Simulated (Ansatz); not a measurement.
# Lattice dynamics of Pt2SeS (built on the sites of a database entry of PtS), part 2 of 2

How does Pt2SeS (built on the sites of a database entry of PtS) vibrate, and is this structure a minimum?

Ansatz 0.2.0; DFT LDA, scalar-relativistic, plane waves, PAW.

So far. Step 4 (Tight relaxation): The largest force component left is 0.24 meV/Å and the pressure is -0.004 GPa, within the tolerances set. The cell now holds 19.33 Å³/atom. Step 5 (Modes at Γ): Before it was imposed, the acoustic sum rule was missed by 8.2e-5 eV/Å² and the charge sum rule by 0.0037 e. Small misses are needed for a sound result but don't prove that mesh and cutoff are converged. The lowest optical mode is real, 99.7 cm⁻¹. The relaxed cell has a = 3.527, c = 6.214 Å (conventional setting).

The structure was built from a prototype and need not be the compound's stable phase.

### Step 6. Phonons on a q mesh

Stability and thermal properties need the whole zone. Linear response on a 2×2×2 q mesh gives force constants as far as a supercell of that size would, and the tensors from the zone-centre run are typed in so that the long-range dipole term is interpolated apart.

input.yaml reads:

```yaml
crystal:
  lattice:
    - [3.527125041, 0.0, 0.0]
    - [0.0, 3.527125041, 0.0]
    - [0.0, 0.0, 6.2144618652]
  atoms:
    - { symbol: Pt, position: [0.0, 0.5, 0.0109327239] }
    - { symbol: Pt, position: [0.5, 0.0, 0.4890672761] }
    - { symbol: S, position: [0.0, 0.0, 0.25] }
    - { symbol: Se, position: [0.0, 0.0, 0.75] }
kpoints:
  mp_grid: { grid: [8, 8, 6] }
hamiltonian:
  xc: lda
scf:
  occupations: { method: fixed }
output:
  eigenvalues: true
phonons:
  method: dfpt
  qmesh: [2, 2, 2]
  temperatures: { t_max: 1000, t_step: 50 }
  qpath:
    path:
      - [[0.0, 0.0, 0.0], [0.0, 0.5, 0.0], [0.5, 0.5, 0.0], [0.0, 0.0, 0.0], [0.0, 0.0, 0.5], [0.0, 0.5, 0.5], [0.5, 0.5, 0.5], [0.0, 0.0, 0.5]]
      - [[0.0, 0.5, 0.0], [0.0, 0.5, 0.5]]
      - [[0.5, 0.5, 0.0], [0.5, 0.5, 0.5]]
    npoints: 10
  non_analytic_term:
    high_frequency_dielectric_tensor: [[13.7804, 0.0, 0.0], [0.0, 13.7804, 0.0], [0.0, 0.0, 21.6706]]
    born_effective_charges:
      - { species: Pt, tensor: [[-2.2828, 0.0, 0.0], [0.0, 0.3545, 0.0], [0.0, 0.0, -1.0477]] }
      - { species: Pt, tensor: [[0.3545, 0.0, 0.0], [0.0, -2.2828, 0.0], [0.0, 0.0, -1.0477]] }
      - { species: S, tensor: [[0.7718, 0.0, 0.0], [0.0, 0.7718, 0.0], [0.0, 0.0, 1.2546]] }
      - { species: Se, tensor: [[1.1564, 0.0, 0.0], [0.0, 1.1564, 0.0], [0.0, 0.0, 0.8408]] }
    source: "zone-centre run at this cell"
```

Run with:

```bash
ansatz run input.yaml --threads 8 --pin off --max-ram 14336MiB --backend cpu --events-out ev --progress --plain --runs-dir out
```

Numbers of over 12 decimals in the logs are rounded to 6 here.

Output:

```text
Warning: phonons: the dynamical matrix that this run interpolates holds no multipole term above the dipole-dipole one, and a site of this crystal is no centre of inversion, so its interpolated transverse optical and acoustic branches and sound speeds can stay off near Gamma, and the density of states and the thermodynamics with them. What a run solves at a wave vector of phonons.qpoints, Gamma apart, where the deck admits one, is free of this, and under fd what a larger phonons.supercell samples
[...]
Crystal: 4 atoms, lattice volume = 77.312 Å³
Basis set: ecut = 420 eV, 1513 PW (Γ), exchange–correlation on 48×48×96 points (8 copies of the dense FFT grid, shifted against one another)
Bands: 35, of which v1, the nominal top of the filled ones, is band 29 counted from 1 (28 counted from 0)
Symmetry: 8 space group operations
k-points: 60 of 384 (time reversal used)
[...]
SCF iter   1: F=—  HF=-30744.150966 eV  |F-HF|=—  |Δ(HF+E_count)|=         —  Δρ=7.42e-3  dr2=4.71e-2  ethr=1.77e-3  ⟨swp⟩=5.0  Hψ=7282  notcnv=0  defer=231
[...]
SCF iter  11: F=-30744.140586 eV  HF=-30744.140586 eV  |F-HF|=7.28e-12  |Δ(HF+E_count)|=  7.28e-12  Δρ=3.51e-8  dr2=8.26e-13  ethr=1.00e-12  ⟨swp⟩=10.2  Hψ=10762  notcnv=0
SCF 1 converged in 11 iterations: F = -30744.140586 eV  dr2 = 8.26e-13
[...]
DFPT response loops at q = (0, 0, 0) (fractional): preconditioner auto → Resta (q_TF=auto, 2.601 Å⁻¹)  ε∞=14.8 (no band partly filled); β = 1.00, the filter's whole step (`scf.mixing.beta` (0.50) is not read by the response loops at its default; to damp them type it under 1.00, their step now; it binds the ground state too); Broyden in place of MSR1
[...]
SCF converged after 11 iterations
Free energy (F): -30744.140586 eV
[...]
Internal energy: -30744.140586 eV  (E = F + TS)
E sigma→0 (E₀):  -30744.140586 eV
Fermi energy:    12.556467 eV
[...]
--- Band table (eV; the first three rows and the last of 60) ---
  k-point 0: bands = [... 25 lower, 10.5099, 10.5166, 10.7778, 11.6238, 16.0258, 16.2791, 16.2791, 17.7187, ... 2 higher]
  k-point 1: bands = [... 25 lower, 10.7620, 11.1259, 11.1259, 11.3381, 15.7924, 15.7924, 16.4893, 17.8699, ... 2 higher]
  k-point 2: bands = [... 25 lower, 10.7225, 10.8819, 11.9566, 11.9566, 14.8544, 14.8544, 17.4262, 18.2024, ... 2 higher]
  k-point 59: bands = [... 25 lower, 11.6100, 11.6100, 12.3648, 12.3648, 13.7912, 14.7959, 15.6165, 15.9005, ... 2 higher]
--- Phonons (Γ-DFPT): 7 representative perturbations + reference (Σ response iterations 23) ---
  ASR residual: 3.974e-5 → 0.000e0 eV/Å²; symmetrization residual: 3.906e-6 eV/Å²
  ASR residual per site (eV/Å²): 3.97e-5 3.97e-5 5.32e-6 7.76e-6
[...]
--- Phonons (arbitrary-q DFPT): 6 irreducible q on the 2×2×2 mesh ---
  q = [0.0000, 0.0000, 0.0000] (star 1, of the zone-centre solve; hermiticity 3.59e-7, symmetrization 1.49e-12): -0.00 -0.00 0.00 99.72 99.72 166.64 233.47 233.47 292.33 370.45 370.45 442.69
  q = [0.0000, 0.0000, -0.5000] (star 1, 7 solved perturbations in 620 linear systems a pass and spin channel, the states on 100 of 384 k-point pairs; hermiticity 4.21e-7, symmetrization 1.35e-12): 27.16 27.16 87.72 87.72 124.80 128.52 249.87 249.87 292.69 350.89 350.89 441.93
  q = [0.0000, -0.5000, 0.0000] (star 2, 12 solved perturbations on 100 of 384 k-point pairs; hermiticity 5.07e-7, symmetrization 1.67e-8): 31.63 72.17 89.46 109.92 111.37 178.17 246.40 253.73 278.62 353.53 376.59 418.56
[...]
sum rule: each row above includes the acoustic sum rule's correction from the zone centre's row sums; it moved no ω² by more than (0.24 cm⁻¹)²
  mesh force constants: q→R imaginary residual 7.94e-18; ASR residual 3.974e-5 → 0.000e0 eV/Å²; symmetrization residual 1.066e-14 eV/Å²
  interpolated dispersion: 94 rows × 12 modes
  density of states and harmonic sums: on the 18×18×10 q-mesh, interpolated from the force constants of a 2×2×2 supercell (with the dipole–dipole term of supplied tensors)
  largest difference from the sums on the solved wave vectors: F 7.80e-2 eV, S 1.20e-4 and C_V 4.18e-5 eV/K
  zero-point energy: 0.158307 eV/cell   skipped modes (ω ≤ 0): 12, of them read as no rigid motion or as one in doubt: 9 (1.451e-2 modes/cell left out, lowest -25.43 cm⁻¹)   left out of the sums: 1.29e-3 of the cell's modes: C_V's classical limit lies that fraction below 3 k_B per atom; for a crystal, a wire or a layer, F and S can be off by more, and a phonons.interpolated_qmesh denser along its periods is the remedy for the sampling
```

Elapsed: 1.7 min, on 8 threads of Intel Xeon Platinum 8488C (Sapphire Rapids), shared host; peak memory 1.1 GiB.

This step gave:

```yaml
sum_rule_residual_before_enforcement: 3.97e-5 eV/Å²
lowest_frequency_on_the_path: -25.43 cm⁻¹
highest_frequency_on_the_path_or_at_a_solved_wavevector: 444.3 cm⁻¹
lowest_mode_on_the_q_mesh_acoustic_modes_at_gamma_apart: -25.43 cm⁻¹
```

Frequencies (cm⁻¹) solved at each irreducible wavevector; negative means imaginary. Frequencies by wavevector, by row:

| q in reciprocal lattice units | star | mode 1 | mode 2 | mode 3 | mode 4 | mode 10 | mode 11 | mode 12 |
| --- | --- | --- | --- | --- | --- | --- | --- | --- |
| 0 0 0 | 1 | 0 | 0 | 0 | 99.7 | 370.4 | 370.4 | 442.7 |
| 0 0 -0.5 | 1 | 27.2 | 27.2 | 87.7 | 87.7 | 350.9 | 350.9 | 441.9 |
| 0 -0.5 0 | 2 | 31.6 | 72.2 | 89.5 | 109.9 | 353.5 | 376.6 | 418.6 |
| 0 -0.5 -0.5 | 2 | 24.6 | 64.2 | 100.1 | 108.3 | 367.4 | 375.1 | 423.3 |
| -0.5 -0.5 0 | 1 | -25.4 | 108 | 131.6 | 131.6 | 375.5 | 375.5 | 400.7 |
| -0.5 -0.5 -0.5 | 1 | 61 | 68 | 118.3 | 118.3 | 375 | 375 | 391.3 |

Interpolated from a 2×2×2 q mesh, rough between the solved points, with the LO-TO term (at Γ the limit along the path; where Γ stands inside the path, tables give the limit on arrival). The phonon branches at the labelled points (cm⁻¹):

| point | branch 1 | branch 2 | branch 3 | branch 4 | branch 9 | branch 10 | branch 11 | branch 12 |
| --- | --- | --- | --- | --- | --- | --- | --- | --- |
| Γ | 0 | 0 | 0 | 100 | 292 | 370 | 372 | 443 |
| halfway | 19 | 59 | 71 | 96 | 285 | 361 | 375 | 431 |
| X | 32 | 72 | 90 | 110 | 279 | 354 | 377 | 419 |
| halfway | 40 | 102 | 118 | 122 | 270 | 365 | 374 | 410 |
| M | -25 | 108 | 132 | 132 | 261 | 376 | 376 | 401 |
| halfway | 50 | 83 | 92 | 124 | 276 | 368 | 368 | 421 |
| Γ | 0 | 0 | 0 | 100 | 292 | 370 | 372 | 443 |
| halfway | 22 | 22 | 71 | 93 | 293 | 361 | 361 | 443 |
| Z | 27 | 27 | 88 | 88 | 293 | 351 | 351 | 442 |
| halfway | 51 | 62 | 93 | 110 | 288 | 358 | 363 | 433 |
| R | 24 | 64 | 100 | 108 | 286 | 367 | 375 | 423 |
| halfway | 43 | 84 | 111 | 128 | 277 | 371 | 373 | 408 |
| A | 61 | 68 | 118 | 118 | 270 | 375 | 375 | 391 |
| halfway | 69 | 72 | 118 | 119 | 280 | 365 | 366 | 420 |
| Z | 27 | 27 | 88 | 88 | 293 | 351 | 351 | 442 |
| jump to X | 32 | 72 | 90 | 110 | 279 | 354 | 377 | 419 |
| halfway | 50 | 50 | 95 | 110 | 282 | 361 | 376 | 421 |
| R | 24 | 64 | 100 | 108 | 286 | 367 | 375 | 423 |
| jump to M | -25 | 108 | 132 | 132 | 261 | 376 | 376 | 401 |
| halfway | 22 | 96 | 125 | 125 | 266 | 375 | 375 | 396 |
| A | 61 | 68 | 118 | 118 | 270 | 375 | 375 | 391 |

Tetrahedra on a 18×18×10 mesh, mean over bins of 5 cm-1. Interpolated from a 2×2×2 q mesh, rough between the solved points. The phonon density of states by wavenumber; read off at these points:

wavenumber (cm⁻¹), phonon density of states (1/cm⁻¹/cell) and a bar:
```
      -28      0.000 
      -12      0.001 
       -2      0.001 
       12      0.002 
       22      0.006 #
       38      0.023 #####
       48      0.041 ########
       62      0.035 #######
       78      0.029 ######
       88      0.043 ########
       98      0.077 ###############
      102      0.047 #########
      112      0.055 ###########
      128      0.057 ###########
      132      0.078 ###############
      138      0.032 ######
      152      0.038 ########
      168      0.019 ####
      178      0.035 #######
      192      0.000 
      202      0.000 
      218      0.000 
      228      0.000 
      242      0.070 ##############
      252      0.146 #############################
      268      0.016 ###
      282      0.055 ###########
      292      0.012 ##
      308      0.000 
      318      0.000 
      332      0.000 
      342      0.000 
      358      0.042 ########
      372      0.153 ##############################
      382      0.000 
      398      0.007 #
      408      0.017 ###
      422      0.037 #######
      432      0.020 ####
      448      0.000
```

The partial phonon density of states has structure finer than the step of the table below, so its rows give means over 10 cm⁻¹, whole bins alone (the curve runs from -34.1 to 467 cm⁻¹). Peaks (cm⁻¹: height): Pt 54.2: 0.0384, 95.2: 0.0647, 133.1: 0.0529, 152.0: 0.0307, 174.1: 0.0304, 252.9: 0.0227, 366.4: 0.00927; S 372.7: 0.0992, 420.0: 0.0316; Se 252.9: 0.0959, 281.3: 0.0409.

Phonopy on the run's constants, 17x17x9 mesh, Gaussian sigma 3.6 cm-1. Interpolated from a 2×2×2 q mesh, rough between the solved points. Partial phonon density of states against wavenumber; means over each step; values in 1/cm⁻¹/cell:

| wavenumber (cm⁻¹) | Pt | S | Se |
| --- | --- | --- | --- |
| -20 | 6.5e-4 | 0 | 0 |
| -10 | 7.2e-4 | 3.5e-7 | 2.6e-6 |
| 0 | 2.9e-4 | 1.6e-5 | 3.9e-5 |
| 10 | 0.00148 | 7.0e-5 | 1.7e-4 |
| 20 | 0.00479 | 2.3e-4 | 5.7e-4 |
| 30 | 0.0120 | 6.1e-4 | 0.00158 |
| 40 | 0.0244 | 9.9e-4 | 0.00261 |
| 50 | 0.0349 | 0.00121 | 0.00328 |
| 60 | 0.0329 | 0.00125 | 0.00351 |
| 70 | 0.0272 | 0.00112 | 0.00337 |
| 80 | 0.0270 | 8.6e-4 | 0.00272 |
| 90 | 0.0496 | 0.00106 | 0.00330 |
| 100 | 0.0555 | 0.00133 | 0.00476 |
| 110 | 0.0433 | 0.00168 | 0.00617 |
| 120 | 0.0420 | 0.00163 | 0.00721 |
| 130 | 0.0489 | 0.00138 | 0.00763 |
| 140 | 0.0283 | 7.6e-4 | 0.00386 |
| 150 | 0.0271 | 8.1e-4 | 0.00210 |
| 160 | 0.0227 | 5.6e-4 | 0.00158 |
| 170 | 0.0233 | 4.4e-4 | 0.00122 |
| 180 | 0.0181 | 2.7e-4 | 7.5e-4 |
| 190 | 0.00181 | 2.2e-5 | 4.3e-5 |
| 200 | 2.3e-5 | 0 | 0 |
| 210 | 0 | 0 | 0 |
| 220 | 3.8e-6 | 3.8e-6 | 2.1e-5 |
| 230 | 7.5e-4 | 5.6e-4 | 0.00382 |
| 240 | 0.00830 | 0.00381 | 0.0359 |
| 250 | 0.0195 | 0.00391 | 0.0807 |
| 260 | 0.00820 | 8.4e-4 | 0.0373 |
| 270 | 0.00364 | 5.8e-4 | 0.0202 |
| 280 | 0.00674 | 7.8e-4 | 0.0374 |
| 290 | 0.00383 | 3.2e-4 | 0.0211 |
| 300 | 3.0e-4 | 1.4e-5 | 0.00159 |
| 310 | 7.5e-7 | 0 | 2.3e-6 |
| 320 | 0 | 0 | 0 |
| 330 | 0 | 0 | 0 |
| 340 | 1.2e-5 | 9.0e-5 | 3.0e-7 |
| 350 | 0.00121 | 0.00811 | 1.1e-4 |
| 360 | 0.00702 | 0.0521 | 0.00118 |
| 370 | 0.00746 | 0.0902 | 0.00227 |
| 380 | 0.00141 | 0.0278 | 7.0e-4 |
| 390 | 6.7e-5 | 0.00185 | 1.9e-5 |
| 400 | 3.8e-4 | 0.00999 | 1.6e-4 |
| 410 | 8.3e-4 | 0.0193 | 3.2e-4 |
| 420 | 0.00137 | 0.0292 | 4.1e-4 |
| 430 | 0.00109 | 0.0220 | 2.8e-4 |
| 440 | 5.8e-4 | 0.0111 | 1.5e-4 |
| 450 | 5.3e-5 | 9.9e-4 | 1.3e-5 |
| 460 | 0 | 1.4e-6 | 0 |

Symmetry leaves 6 wavevectors to solve. The lowest mode among them, the acoustic zeros apart, lies at q = (-0.5, -0.5, 0) and is imaginary, 25.4i cm⁻¹, so the energy falls along it.

### Step 7. Another isotope, element S, natural mass 32.06 amu

An isotope changes the mass and not the force constants, so no new electronic calculation is needed; the shifts show which modes move this element.

The same force constants with the mass of S changed from 32.060 to 33.968 u (phonopy, no LO-TO term). Both lists are sorted by frequency; levels can cross, so a row need not hold one and the same mode. Modes under 3 cm⁻¹ are left out. Isotope shifts, by row, the first 40 of 45 rows:

| q | rank | natural mass (cm⁻¹) | changed mass (cm⁻¹) |
| --- | --- | --- | --- |
| 0 0 0 | 4 | 99.72 | 99.7 |
| 0 0 0 | 5 | 99.72 | 99.7 |
| 0 0 0 | 6 | 166.6 | 166.6 |
| 0 0 0 | 7 | 233.5 | 232.5 |
| 0 0 0 | 8 | 233.5 | 232.5 |
| 0 0 0 | 9 | 292.3 | 292.3 |
| 0 0 0 | 10 | 370.4 | 362.2 |
| 0 0 0 | 11 | 370.4 | 362.2 |
| 0 0 0 | 12 | 442.7 | 430.9 |
| 0 0 -0.5 | 1 | 27.16 | 27.09 |
| 0 0 -0.5 | 2 | 27.16 | 27.09 |
| 0 0 -0.5 | 3 | 87.72 | 87.69 |
| 0 0 -0.5 | 4 | 87.72 | 87.69 |
| 0 0 -0.5 | 5 | 124.8 | 124.8 |
| 0 0 -0.5 | 6 | 128.5 | 128.3 |
| 0 0 -0.5 | 7 | 249.9 | 249.7 |
| 0 0 -0.5 | 8 | 249.9 | 249.7 |
| 0 0 -0.5 | 9 | 292.7 | 292.7 |
| 0 0 -0.5 | 10 | 350.9 | 342.2 |
| 0 0 -0.5 | 11 | 350.9 | 342.2 |
| 0 0 -0.5 | 12 | 441.9 | 430.1 |
| 0 -0.5 0 | 1 | 31.63 | 31.55 |
| 0 -0.5 0 | 2 | 72.17 | 72.16 |
| 0 -0.5 0 | 3 | 89.46 | 89.46 |
| 0 -0.5 0 | 4 | 109.9 | 109.8 |
| 0 -0.5 0 | 5 | 111.4 | 111.2 |
| 0 -0.5 0 | 6 | 178.2 | 178.1 |
| 0 -0.5 0 | 7 | 246.4 | 246.1 |
| 0 -0.5 0 | 8 | 253.7 | 253.5 |
| 0 -0.5 0 | 9 | 278.6 | 278.5 |
| 0 -0.5 0 | 10 | 353.5 | 344.8 |
| 0 -0.5 0 | 11 | 376.6 | 366.8 |
| 0 -0.5 0 | 12 | 418.6 | 407.4 |
| 0 -0.5 -0.5 | 1 | 24.55 | 24.53 |
| 0 -0.5 -0.5 | 2 | 64.18 | 64.06 |
| 0 -0.5 -0.5 | 3 | 100.1 | 100.1 |
| 0 -0.5 -0.5 | 4 | 108.3 | 108.2 |
| 0 -0.5 -0.5 | 5 | 138 | 137.9 |
| 0 -0.5 -0.5 | 6 | 177.5 | 177.5 |
| 0 -0.5 -0.5 | 7 | 233.5 | 232.6 |

A mode of this element alone would shift by -2.85 %. The highest zone-centre frequency without the field goes from 442.7 to 430.9 cm⁻¹ (-2.7 %). The product of the frequency ratios over all optical modes at Γ is 0.922; the product rule, (m/m′)^(3k/2) (M′/M)^(3/2) with k = 1 such atoms and M the mass of the cell, gives 0.922.

### Step 8. Another isotope, element Se, natural mass 78.971 amu

The same for Se, from 78.97 to 81.92 u.

A mode of this element alone would shift by -1.81 %. The highest zone-centre frequency without the field goes from 442.7 to 442.5 cm⁻¹ (-0.0 %). The product of the frequency ratios over all optical modes at Γ is 0.955; the product rule, (m/m′)^(3k/2) (M′/M)^(3/2) with k = 1 such atoms and M the mass of the cell, gives 0.955.

### Step 9. What came out

```json
{
 "space group after relaxation (within 0.01 Å)": "P-4m2",
 "volume per atom": "19.3 Å³",
 "gap on the k-mesh": "0.272 eV",
 "highest optical mode at the zone centre (no LO-TO term)": "443 cm⁻¹",
 "top of the zone-centre spectrum with the field": "444 cm⁻¹",
 "lowest optical zone-centre mode": "99.7 cm⁻¹",
 "mean high-frequency dielectric constant": "16.4",
 "mean static dielectric constant": "18.0",
 "largest Born charge (third of the trace)": "1.05 e",
 "lowest mode on the q mesh (acoustic modes at Γ apart)": "-25.4 cm⁻¹",
 "highest frequency on the path or at a solved wavevector": "444 cm⁻¹",
 "imaginary modes on the 2×2×2 q mesh": "yes"
}
```

**Reading.** Modes are clearly imaginary (beyond 10i cm⁻¹) at 1 of the 6 irreducible wavevectors, most at q = (-0.5, -0.5, 0) (25.4i cm⁻¹), so this structure is not a minimum of the energy. Without the field, the optical modes at Γ span 100 to 443 cm⁻¹. The highest mode in this list at Γ, 442.7 cm⁻¹, is mostly motion of S (93 % of the kinetic energy). With the macroscopic field of the longitudinal modes the top of the zone-centre spectrum lies at 444 cm⁻¹, against 443 cm⁻¹ without it. Lattice motion raises the mean dielectric constant from 16.41 to 17.99. The strongest infrared line is at 100 cm⁻¹. With the field response the log warns that the k mesh is coarse for the force constants too, so the frequencies may not be converged. The q mesh stands for a supercell only 7.1 Å across, so branches between the solved wavevectors are rough. The program warns that the interpolation holds no quadrupole term, so branches close to Γ can be off in this crystal. In at least one run the field response is not settled by the k meshes in reach, so its dielectric tensor, Born charges and longitudinal modes are rough. Spin-orbit coupling is left out, which can matter for the heavy elements here. The starting cell was built on a prototype and not taken from a measurement, so the phase need not exist. These are harmonic frequencies at zero temperature: anharmonic shifts, linewidths and thermal expansion are left out.

[Logs are printed without paths, hosts, clocks, repeated set-up lines and the standing remarks that a program may print on its own settings, such as how far it seeks lower states.]

[Hosts, paths, dates, database ids (printed as entryN), source tags and the programs' standing remarks are cut or masked in the printed files.]
